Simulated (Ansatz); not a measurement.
# Sn chain started as a strip of triangles: period, moment and channels by functional

Wanted: the relaxed geometry and the open channels of the Sn chain started as a strip of triangles, by several methods.

Program: Ansatz 0.2.0. Level of theory: DFT PBE, plane waves, PAW; relaxation of a chain's period, in the first sound run; inputs show where later runs differ. Results are calculated unless marked as measured.

Report form: the programs' logs are mostly left out.

## Step 1: Set-up

The cell holds 2 atoms: 2 Sn. Cell: a = 9.000 Å, b = 7.500 Å, c = 2.720 Å, α = 90.0°, β = 90.0°, γ = 90.0°. Vacuum lies along a and b. The structure's axis is c.

As a file:

```cif
data_structure
_symmetry_space_group_name_H-M 'P 1'
_symmetry_Int_Tables_number 1
_cell_length_a 9.0000
_cell_length_b 7.5000
_cell_length_c 2.7202
_cell_angle_alpha 90.000
_cell_angle_beta 90.000
_cell_angle_gamma 90.000
_cell_volume 183.62
loop_
_atom_site_label
_atom_site_type_symbol
_atom_site_fract_x
_atom_site_fract_y
_atom_site_fract_z
_atom_site_occupancy
Sn1 Sn 0.37088 0.50000 0.00000 1
Sn2 Sn 0.62912 0.50000 0.50000 1
```

## Step 2: Relaxation of atoms and period, level PBE, cutoff 420 eV

Band widths follow the bond lengths, so the chain is relaxed first. The atoms and the third cell vector are free; the box across stays fixed as vacuum. Moments are seeded so that a magnetic state can form if it lies lower. A Fermi-Dirac smearing is set since the result may be a metal. The pressure printed is a third of the stress's trace over the whole box, vacuum included; only the stress along the axis is relaxed.

input.yaml reads:

```yaml
crystal:
  lattice:
    - [9.0, 0.0, 0.0]
    - [0.0, 7.5, 0.0]
    - [0.0, 0.0, 2.72023]
  atoms:
    - { symbol: Sn, position: [0.370884444, 0.5, 0.0], spin: 0.5 }
    - { symbol: Sn, position: [0.629115556, 0.5, 0.5], spin: 0.5 }
magnetization:
  spin_polarized: true
kpoints:
  mp_grid: { grid: [1, 1, 30] }
scf:
  occupations: { method: fermi_dirac, width: 0.05 }
hamiltonian:
  xc: pbe
relax:
  cell: { fix: [a, b, alpha, beta, gamma] }
  max_steps: 60
```

Command:

```sh
$ ansatz run input.yaml --threads 4 --pin off --max-ram 8192MiB --backend cpu --events-out ev --progress --plain --runs-dir out
```

It took 20 s on 4 threads of Arm Neoverse V2, shared host; peak memory 0.52 GiB; 77 s of CPU time.

Step by step:

```tsv
step	energy less that of the first step (eV)	largest force component (eV/Å)	pressure (GPa)	volume (Å³)
1	0.0000	3.0523	5.40	183.62
2	-0.7754	0.1429	1.31	189.65
3	-0.8687	0.0227	0.62	194.56
4	-0.9573	0.1598	0.17	201.66
5	-0.9509	0.3280	-0.15	210.84
6	-0.9777	0.0254	-0.08	206.14
7	-0.9778	0.0106	-0.10	206.24
8	-0.9778	0.0014	-0.12	206.32
9*	-0.9792	0.0023	-0.12	206.32
```

Relaxation steps marked * repeat the geometry before them on a plane-wave basis chosen anew for their cell, so energy and pressure can jump there. Relaxation step 5 was tried and not accepted.

The run keeps the 8 symmetry operations that it works with, so distortions that break them were not tested.

```tsv
cell as run	before	after	change
c (Å)	2.720	3.057	+12.4 %
```

The atoms that moved most (Å, along periodic axes as changes of fractional coordinates times the final cell, across vacuum about the mean position):

```tsv
atom	dx	dy	dz	length
Sn1	-0.150	0.000	0.000	0.150
Sn2	0.150	0.000	0.000	0.150
```

Final coordinates:

```
Sn
1.0
     9.00000    0.00000    0.00000
     0.00000    7.50000    0.00000
     0.00000    0.00000    3.05654
Sn
2
Cartesian
  3.1879 3.7500 0.0000
  5.8121 3.7500 1.5283
```

This step gave:

```yaml
energy_at_zero_smearing: -12047.0689 eV
cell_length_along_the_wire: 3.057 Å
```

The cell's length comes to 3.057 Å with no moment. That is +12 % against the start, more than a small adjustment.

The cell grew by 12.4 % in its periodic edges. First to last step the energy falls by 0.979 eV, across changes of basis; the largest move, 0.15 Å, is that of Sn1 and 1 other atom alike.

## Step 3: The perfect wire, level PBE, k-mesh 1×1×27

This step: DFT PBE, plane waves, PAW; channels and complex bands of a perfect chain (Ansatz 0.2.0).

At the relaxed period the Bloch states of the perfect chain are found at each energy: those that move forward count the open channels, and those that decay describe how a disturbance dies away inside the wire itself. An energy step of 0.035 eV is under the 0.039 eV that the program asks for its thermal average at 300 K.

input.yaml reads:

```yaml
crystal:
  lattice:
    - [9.0, 0.0, 0.0]
    - [0.0, 7.5, 0.0]
    - [0.0, 0.0, 3.056542265]
  atoms:
    - { symbol: Sn, position: [0.354211815, 0.5, 0.0] }
    - { symbol: Sn, position: [0.645788185, 0.5, 0.5] }
kpoints:
  mp_grid: { grid: [1, 1, 27] }
  band_path: { path: ["Γ", Z], npoints: 60 }
scf:
  occupations: { method: fermi_dirac, width: 0.05 }
hamiltonian:
  xc: pbe
output:
  transmission:
    e_range: [-2, 2]
    de: 0.035
    kmesh: [1, 1]
    reduced_basis: true
    leads: [[0, 0]]
  dos: { projected: true, e_range: [-6, 4] }
  write_potential: true
  write_density: true
  volumetric_format: npy
  elf: true
```

Run time: 25 s. Hardware: 4 threads; peak memory 0.68 GiB; 89 s of CPU time.

This step gave:

| Item | Value |
| --- | --- |
| energy at zero smearing | -12047.0677 eV |
| channels at the energy nearest the Fermi level, one spin | 4 |
| conductance of the lead as this run defines it | 3.824 G₀ |
| band gap | 0 eV |

Table of open channels of the lead, one spin by energy, zero at the Fermi level:

```tsv
energy (eV)	open channels of the lead, one spin
-2.000	2
-1.790	2
-1.615	4
-1.405	4
-1.195	4
-0.985	4
-0.810	4
-0.600	4
-0.390	4
-0.215	4
-0.005	4
0.205	2
0.415	2
0.590	3
0.800	3
1.010	3
1.185	3
1.395	5
1.605	5
1.815	5
```

The slowest values at each energy, most degenerate partners merged, listed up to 1.5 1/Å. Table of Im kz of the slowest decaying states by energy, zero at the Fermi level:

```tsv
energy (eV)	decay 1 (Å⁻¹)	decay 2 (Å⁻¹)	decay 3 (Å⁻¹)	decay 4 (Å⁻¹)
-2.000	0.268	0.298	0.768	1.14
-1.790	0.151	0.195	0.737	1.12
-1.615	0.710	1.10	1.13	1.23
-1.405	0.676	1.07	1.10	1.21
-1.195	0.639	1.04	1.08	1.19
-0.985	0.600	1.02	1.06	1.17
-0.810	0.565	0.993	1.04	1.15
-0.600	0.520	0.964	1.02	1.12
-0.390	0.469	0.934	0.996	1.10
-0.215	0.421	0.908	0.975	1.08
-0.005	0.354	0.876	0.949	1.05
0.205	0.0535	0.270	0.844	0.922
0.415	0.0740	0.139	0.809	0.894
0.590	0.0798	0.779	0.870	0.980
0.800	0.0776	0.742	0.839	0.952
1.010	0.0653	0.703	0.807	0.924
1.185	0.0425	0.669	0.779	0.899
1.395	0.625	0.744	0.869	0.955
1.605	0.578	0.707	0.837	0.925
1.815	0.527	0.667	0.804	0.895
```

The electronic bands at the labelled points (eV, zero at the Fermi level):

```tsv
point	band 11	band 12	band 13	band 14	band 15	band 16	band 17	band 18
Γ	-9.31	-6.59	-1.69	-1.63	0.49	2.85	3.38	4.31
halfway	-8.24	-5.62	-0.63	-0.59	0.84	1.44	3.49	3.84
Z	-5.11	-5.11	-2.01	-2.01	1.97	1.97	2.62	2.62
```

Valence density in the ca plane at fractional y = 0.500, with atoms of Sn within 0.2 Å of it. It is the smooth field of the valence electrons, not physical close to the nuclei.

Values in e/Å³, 24 rows by 16 columns, each cell a mean:
```
 0  0  0  0  0  0  0  0  0  0  0  0  0  0  0  0
 0  0  0  0  0  0  0  0  0  0  0  0  0  0  0  0
 0  0  0  0  0  0  0  0  0  0  0  0  0  0  0  0
 0  0  0  0  0  0  0  0  0  0  0  0  0  0  0  0
 0  0  0  0  0  0  0  0  0  0  0  0  0  0  0  0
 0  0  0  0  0  0  0  1  1  1  0  0  0  0  0  0
 0  0  0  0  1  1  2  3  3  3  2  1  1  0  0  0
 0  0  0  1  1  3  6  9 11  9  6  3  1  1  0  0
 0  0  0  1  1  3  8 13 15 13  8  3  1  1  0  0
 0  0  0  0  1  2  3  5  6  5  3  2  1  0  0  0
 0  0  0  0  0  1  1  1  1  1  1  1  0  0  0  0
 0  0  0  0  0  0  0  0  0  0  0  0  0  0  0  0
 1  1  0  0  0  0  0  0  0  0  0  0  0  0  0  1
 3  3  2  1  1  0  0  0  0  0  0  0  1  1  2  3
11  9  6  3  1  1  0  0  0  0  0  1  1  3  6  9
15 13  8  4  1  1  0  0  0  0  0  1  1  4  8 13
 6  5  3  2  1  0  0  0  0  0  0  0  1  2  3  5
 1  1  1  1  0  0  0  0  0  0  0  0  0  1  1  1
 0  0  0  0  0  0  0  0  0  0  0  0  0  0  0  0
 0  0  0  0  0  0  0  0  0  0  0  0  0  0  0  0
 0  0  0  0  0  0  0  0  0  0  0  0  0  0  0  0
 0  0  0  0  0  0  0  0  0  0  0  0  0  0  0  0
 0  0  0  0  0  0  0  0  0  0  0  0  0  0  0  0
 0  0  0  0  0  0  0  0  0  0  0  0  0  0  0  0
```
Columns run along c (3.1 Å), rows up along a (9.0 Å). Atoms in or near the plane, at fractional coordinates: Sn at (0.00, 0.35), Sn at (0.50, 0.65).

Electrostatic potential energy in the ca plane at fractional y = 0.500, with atoms of Sn within 0.2 Å of it. With pseudopotentials it is smooth inside the atoms' cores, unlike the true potential.

Ten even steps from '_' (-20 eV) to '@' (25 eV), each cell a mean:
```
++++++++++++++++++++++++++++++++
++++++++++++++++++++++++++++++++
++++++++++++++++++++++++++++++++
++++++++++++++======++++++++++++
++++==========================++
========--::::......::::--======
====--::..____::::::____..::--==
==----..__::**@@@@@@**::__..----
==--::____--@@@@@@@@@@--____::--
====--..____--++**++--____..--==
======--::..__________..::--====
--------------------------------
....::::----==========----::::..
::::____..::--======--::..____::
@@@@**::__..----==----..__::**@@
@@@@@@--____::--==--::____--@@@@
**++--____::--======--::____--++
______..::--==========--::..____
------======================----
==========++++++++++++++========
++++++++++++++++++++++++++++++++
++++++++++++++++++++++++++++++++
++++++++++++++++++++++++++++++++
++++++++++++++++++++++++++++++++
```
Columns run along c (3.1 Å; values clipped at the 3rd and 97th percentile), rows up along a (9.0 Å). Atoms in or near the plane, at fractional coordinates: Sn at (0.00, 0.35), Sn at (0.50, 0.65).

ELF in the ca plane at fractional y = 0.500, with atoms of Sn within 0.2 Å of it. It is the smooth field of the valence electrons, not physical close to the nuclei.

Ten even steps from '_' (0.00) to '@' (0.73), each cell a mean:
```
________________..______________
______....::----------::....____
......::==++##########++==::....
..::--++##%%@@@@@@@@@@%%##++--::
----++##%%@@@@%%%%%%@@@@%%##++--
==++**####**************####**++
++++**++++====--::--====++++**++
++++++====::__________::====++++
++++====--..__________..--====++
++++======--::......::--======++
++++++++======------======++++++
++++++++++++++======++++++++++++
========++++++++++++++++++======
::::----====++++++++++====----::
______::======++++++======::____
______..======++++++======..____
....::--++++++++++++++++++--::..
==++++++******++++++******++++++
######%%%%##**==--==**##%%%%####
@@@@@@@@%%**==--::--==**%%@@@@@@
@@@@%%##++--::......::--++##%%@@
++++==--::....______....::--==++
::......__________________......
________________________________
```
Columns run along c (3.1 Å), rows up along a (9.0 Å). Atoms in or near the plane, at fractional coordinates: Sn at (0.00, 0.35), Sn at (0.50, 0.65).

By hand: the program gives 4.3897 × 10^14 S/m² over the cell's cross-section of 67.50 Å² = 6.750 × 10^-19 m², so one cell conducts 2.963 × 10^-4 S. Divided by G0 = 2e²/h = 7.748 × 10^-5 S this is 3.82 G0, a resistance of 3.37 kΩ.

At the computed energy nearest the Fermi level there are 4 channels a spin, and the thermal average gives 3.82 G₀.

## Step 4: The relaxed wire

This step: DFT LDA, plane waves, PAW; relaxation of a chain's period (Ansatz 0.2.0).

The relaxation is repeated under another functional. LDA has no gradient terms and tends to overbind, so it marks the short end of the likely bond lengths.

input.yaml reads:

```yaml
crystal:
  lattice:
    - [9.0, 0.0, 0.0]
    - [0.0, 7.5, 0.0]
    - [0.0, 0.0, 2.72023]
  atoms:
    - { symbol: Sn, position: [0.370884444, 0.5, 0.0], spin: 0.5 }
    - { symbol: Sn, position: [0.629115556, 0.5, 0.5], spin: 0.5 }
magnetization:
  spin_polarized: true
kpoints:
  mp_grid: { grid: [1, 1, 30] }
scf:
  occupations: { method: fermi_dirac, width: 0.05 }
hamiltonian:
  xc: lda
relax:
  cell: { fix: [a, b, alpha, beta, gamma] }
  max_steps: 60
```

The job ended after 14 s (4 threads; peak memory 0.47 GiB).

The steps of the relaxation:

```tsv
step	energy less that of the first step (eV)	largest force component (eV/Å)	pressure (GPa)	volume (Å³)
1	0.0000	2.4421	4.25	183.62
2	-0.5347	0.1926	0.32	190.37
3	-0.5636	0.1062	0.13	193.09
4	-0.6031	0.2532	0.03	197.16
5	-0.6236	0.1044	-0.10	201.65
6	-0.6250	0.0007	-0.12	200.93
7*	-0.6259	0.0004	-0.12	200.93
```

Relaxation steps marked * repeat the geometry before them on a plane-wave basis chosen anew for their cell, so energy and pressure can jump there.

Forces are held to the 8 operations that the run works with; a distortion that breaks them can't arise in this run.

```tsv
cell as run	before	after	change
c (Å)	2.720	2.977	+9.4 %
```

The atoms that moved most (Å, along periodic axes as changes of fractional coordinates times the final cell, across vacuum about the mean position):

```tsv
atom	dx	dy	dz	length
Sn1	-0.118	0.000	0.000	0.118
Sn2	0.118	0.000	0.000	0.118
```

The relaxed structure:

```xyz
2
Lattice="9.0000 0.0000 0.0000 0.0000 7.5000 0.0000 0.0000 0.0000 2.9767" Properties=species:S:1:pos:R:3
Sn    3.2204    3.7500    0.0000
Sn    5.7796    3.7500    1.4883
```

The cell's length comes to 2.977 Å, -2.6 % against the first run, with no moment.

## Step 5: Bands of the perfect wire, level LDA, k-mesh 1×1×27

This step: DFT LDA, plane waves, PAW; channels and complex bands of a perfect chain (Ansatz 0.2.0).

The channels are counted again under LDA, at the period that it gave.

input.yaml reads:

```yaml
crystal:
  lattice:
    - [9.0, 0.0, 0.0]
    - [0.0, 7.5, 0.0]
    - [0.0, 0.0, 2.9766981737]
  atoms:
    - { symbol: Sn, position: [0.357826552, 0.5, 0.0] }
    - { symbol: Sn, position: [0.642173448, 0.5, 0.5] }
kpoints:
  mp_grid: { grid: [1, 1, 27] }
  band_path: { path: ["Γ", Z], npoints: 60 }
scf:
  occupations: { method: fermi_dirac, width: 0.05 }
hamiltonian:
  xc: lda
output:
  transmission:
    e_range: [-2, 2]
    de: 0.035
    kmesh: [1, 1]
    reduced_basis: true
    leads: [[0, 0]]
  dos: { projected: true, e_range: [-6, 4] }
```

Wall time 25 s (4 threads); peak memory 0.65 GiB; 92 s of CPU time.

At the computed energy nearest the Fermi level there are 4 channels a spin, and the thermal average gives 3.94 G₀.

For the conductance of the lead as this run defines it, step 3 gave 3.82 G₀; this run, with LDA and another cell, gives 3.94 G₀ (+3 %).

## Step 6: Relaxation of atoms and period

This step: DFT RPBE, plane waves, PAW; relaxation of a chain's period (Ansatz 0.2.0).

The relaxation is repeated under another functional. RPBE strengthens the exchange enhancement and tends to longer, weaker bonds than PBE.

input.yaml reads:

```yaml
crystal:
  lattice:
    - [9.0, 0.0, 0.0]
    - [0.0, 7.5, 0.0]
    - [0.0, 0.0, 2.72023]
  atoms:
    - { symbol: Sn, position: [0.370884444, 0.5, 0.0], spin: 0.5 }
    - { symbol: Sn, position: [0.629115556, 0.5, 0.5], spin: 0.5 }
magnetization:
  spin_polarized: true
kpoints:
  mp_grid: { grid: [1, 1, 30] }
scf:
  occupations: { method: fermi_dirac, width: 0.05 }
hamiltonian:
  xc: rpbe
relax:
  cell: { fix: [a, b, alpha, beta, gamma] }
  max_steps: 60
```

Elapsed: 20 s, on 4 threads; peak memory 0.52 GiB.

The steps of the relaxation:

```tsv
step	energy less that of the first step (eV)	largest force component (eV/Å)	pressure (GPa)	volume (Å³)
1	0.0000	3.2332	5.80	183.62
2	-0.8567	0.2500	1.65	189.62
3	-0.9850	0.0587	0.81	195.23
4	-1.0856	0.2627	0.15	202.77
5	-1.1119	0.0899	-0.25	211.73
6	-1.1198	0.0191	-0.14	208.94
7	-1.1200	0.0072	-0.11	208.54
8*	-1.1220	0.0081	-0.10	208.54
```

Relaxation steps marked * repeat the geometry before them on a plane-wave basis chosen anew for their cell, so energy and pressure can jump there.

Forces are held to the 8 operations that the run works with; a distortion that breaks them can't arise in this run.

```tsv
cell as run	before	after	change
c (Å)	2.720	3.089	+13.6 %
```

The atoms that moved most (Å, along periodic axes as changes of fractional coordinates times the final cell, across vacuum about the mean position):

```tsv
atom	dx	dy	dz	length
Sn1	-0.162	0.000	0.000	0.162
Sn2	0.162	0.000	0.000	0.162
```

Final coordinates:

```xyz
2
Lattice="9.0000 0.0000 0.0000 0.0000 7.5000 0.0000 0.0000 0.0000 3.0894" Properties=species:S:1:pos:R:3
Sn    3.1762    3.7500    0.0000
Sn    5.8238    3.7500    1.5447
```

The cell's length comes to 3.089 Å, +1.1 % against the first run, with no moment. That is +14 % against the start, more than a small adjustment.

## Step 7: Bands of the perfect wire, level RPBE, k-mesh 1×1×26

This step: DFT RPBE, plane waves, PAW; channels and complex bands of a perfect chain (Ansatz 0.2.0).

The channels are counted again under RPBE, at the period that it gave.

input.yaml reads:

```yaml
crystal:
  lattice:
    - [9.0, 0.0, 0.0]
    - [0.0, 7.5, 0.0]
    - [0.0, 0.0, 3.0894459837]
  atoms:
    - { symbol: Sn, position: [0.352911984, 0.5, 0.0] }
    - { symbol: Sn, position: [0.647088016, 0.5, 0.5] }
kpoints:
  mp_grid: { grid: [1, 1, 26] }
  band_path: { path: ["Γ", Z], npoints: 60 }
scf:
  occupations: { method: fermi_dirac, width: 0.05 }
hamiltonian:
  xc: rpbe
output:
  transmission:
    e_range: [-2, 2]
    de: 0.035
    kmesh: [1, 1]
    reduced_basis: true
    leads: [[0, 0]]
  dos: { projected: true, e_range: [-6, 4] }
```

Wall time 25 s (4 threads); peak memory 0.68 GiB.

At the computed energy nearest the Fermi level there are 4 channels a spin, and the thermal average gives 3.45 G₀.

## Step 8: The relaxed wire

This step: DFT PBEsol, plane waves, PAW; relaxation of a chain's period (Ansatz 0.2.0).

The relaxation is repeated under another functional. PBEsol weakens PBE's gradient terms and usually lands between LDA and PBE.

input.yaml reads:

```yaml
crystal:
  lattice:
    - [9.0, 0.0, 0.0]
    - [0.0, 7.5, 0.0]
    - [0.0, 0.0, 2.72023]
  atoms:
    - { symbol: Sn, position: [0.370884444, 0.5, 0.0], spin: 0.5 }
    - { symbol: Sn, position: [0.629115556, 0.5, 0.5], spin: 0.5 }
magnetization:
  spin_polarized: true
kpoints:
  mp_grid: { grid: [1, 1, 30] }
scf:
  occupations: { method: fermi_dirac, width: 0.05 }
hamiltonian:
  xc: pbesol
relax:
  cell: { fix: [a, b, alpha, beta, gamma] }
  max_steps: 60
```

Run time: 19 s. Hardware: 4 threads; peak memory 0.52 GiB.

The steps of the relaxation:

```tsv
step	energy less that of the first step (eV)	largest force component (eV/Å)	pressure (GPa)	volume (Å³)
1	0.0000	2.6932	4.74	183.62
2	-0.6300	0.0711	0.73	190.02
3	-0.6792	0.0639	0.34	193.72
4	-0.7365	0.2393	0.07	199.08
5	-0.7211	0.3903	-0.14	208.04
6	-0.7571	0.0174	-0.13	203.34
7	-0.7572	0.0017	-0.12	203.09
8*	-0.7583	0.0027	-0.13	203.09
```

Relaxation steps marked * repeat the geometry before them on a plane-wave basis chosen anew for their cell, so energy and pressure can jump there. Relaxation step 5 was tried and not accepted.

Forces are held to the 8 operations that the run works with; a distortion that breaks them can't arise in this run.

```tsv
cell as run	before	after	change
c (Å)	2.720	3.009	+10.6 %
```

The atoms that moved most (Å, along periodic axes as changes of fractional coordinates times the final cell, across vacuum about the mean position):

```tsv
atom	dx	dy	dz	length
Sn1	-0.130	0.000	0.000	0.130
Sn2	0.130	0.000	0.000	0.130
```

The relaxed structure:

```xyz
2
Lattice="9.0000 0.0000 0.0000 0.0000 7.5000 0.0000 0.0000 0.0000 3.0087" Properties=species:S:1:pos:R:3
Sn    3.2075    3.7500    0.0000
Sn    5.7925    3.7500    1.5043
```

The cell's length comes to 3.009 Å, -1.6 % against the first run, with no moment.

[end of part 1 of 2]

[Logs are printed without paths, hosts, clocks, repeated set-up lines and the standing remarks that a program may print on its own settings, such as how far it seeks lower states.]

[Hosts, paths, dates, database ids (printed as entryN), source tags and the programs' standing remarks are cut or masked in the printed files.]
